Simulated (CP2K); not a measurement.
Consider 2-ethynylfuran at its PBE geometry (Å).

```xyz
11

C     3.0203   -0.1656   -0.3220
C     1.8128   -0.1030   -0.1929
C     0.4173   -0.0142   -0.0470
C    -0.5691   -0.9411    0.2138
C    -1.8054   -0.2304    0.2449
C    -1.5019    1.0816    0.0010
O    -0.1557    1.2458   -0.1801
H     4.0825   -0.2187   -0.4332
H    -0.4128   -2.0031    0.3640
H    -2.7942   -0.6373    0.4242
H    -2.0938    1.9860   -0.0728
```

Method: CP2K XAS_TDP, all-electron GAPW, PBEh(45%), aug-cc-pVDZ, TDA, GW2X-corrected core level, no relativity.

Q: Where do the C K-edge lines lie, and how strong are they?

Leading lines: C1 287.49 eV, C2 287.73 eV, C3 288.51 eV, C4 287.30 eV, C5 288.00 eV and C6 288.24 eV. The leading line of an atom is its first one with 35 % of the strongest within 2.5 eV of its lowest line over the strength cut. Core ionisation energies at this level: C4 292.20, C6 293.46, C3 293.60, C5 292.21, C1 292.14 and C2 292.34 eV.

The first six lines of each atom with a strength over 0.0015:

| atom | energy (eV) | states | strength, one atom | above the computed threshold |
| --- | --- | --- | --- | --- |
| C1 (bonded to C and H) | 287.49 | 1 | 0.0409 |  |
|  | 287.59 | 1 | 0.0494 |  |
|  | 290.37 | 1 | 0.0061 |  |
|  | 291.06 | 1 | 0.0043 |  |
|  | 291.66 | 1 | 0.0029 |  |
|  | 292.12 | 1 | 0.0091 |  |
| C2 (bonded to 2 C) | 287.73 | 1 | 0.0326 |  |
|  | 287.85 | 1 | 0.0456 |  |
|  | 291.08 | 1 | 0.0212 |  |
|  | 292.36 | 2 | 0.0025 | yes |
|  | 292.51 | 1 | 0.0017 | yes |
|  | 292.68 | 1 | 0.0029 | yes |
| C3 (bonded to 2 C and O) | 288.51 | 1 | 0.0408 |  |
|  | 290.85 | 1 | 0.0178 |  |
|  | 293.00 | 1 | 0.0185 |  |
|  | 293.92 | 1 | 0.0051 | yes |
|  | 294.56 | 1 | 0.0190 | yes |
|  | 294.79 | 1 | 0.0023 | yes |
| C4 (bonded to 2 C and H) | 287.30 | 1 | 0.0448 |  |
|  | 290.26 | 1 | 0.0074 |  |
|  | 290.34 | 1 | 0.0098 |  |
|  | 290.93 | 1 | 0.0019 |  |
|  | 291.31 | 1 | 0.0024 |  |
|  | 291.89 | 1 | 0.0026 |  |
| C5 (bonded to 2 C and H) | 288.00 | 1 | 0.0421 |  |
|  | 289.38 | 1 | 0.0114 |  |
|  | 290.27 | 1 | 0.0098 |  |
|  | 291.39 | 1 | 0.0023 |  |
|  | 291.47 | 1 | 0.0031 |  |
|  | 291.87 | 1 | 0.0021 |  |
| C6 (bonded to C, O and H) | 288.24 | 1 | 0.0520 |  |
|  | 291.50 | 1 | 0.0159 |  |
|  | 291.79 | 1 | 0.0040 |  |
|  | 292.05 | 1 | 0.0129 |  |
|  | 292.54 | 1 | 0.0036 |  |
|  | 293.11 | 1 | 0.0035 |  |

Lines are vertical, at one geometry, with no vibrational structure. GW2X ionisation energies and lines can be off by 1 to 2 eV either way, and a good line position may hide errors that cancel. These values hold no scalar relativity, about 0.1 eV for C 1s. Rydberg lines, and the discretised continuum above threshold, depend on the basis and the box.

[Banner, clock and machine lines of the logs are left out without a mark of their own.]

[Logs are printed without paths, hosts, clocks, repeated set-up lines and the standing remarks that a program may print on its own settings, such as how far it seeks lower states.]

[Hosts, paths, dates, database ids (printed as entryN), source tags and the programs' standing remarks are cut or masked in the printed files.]
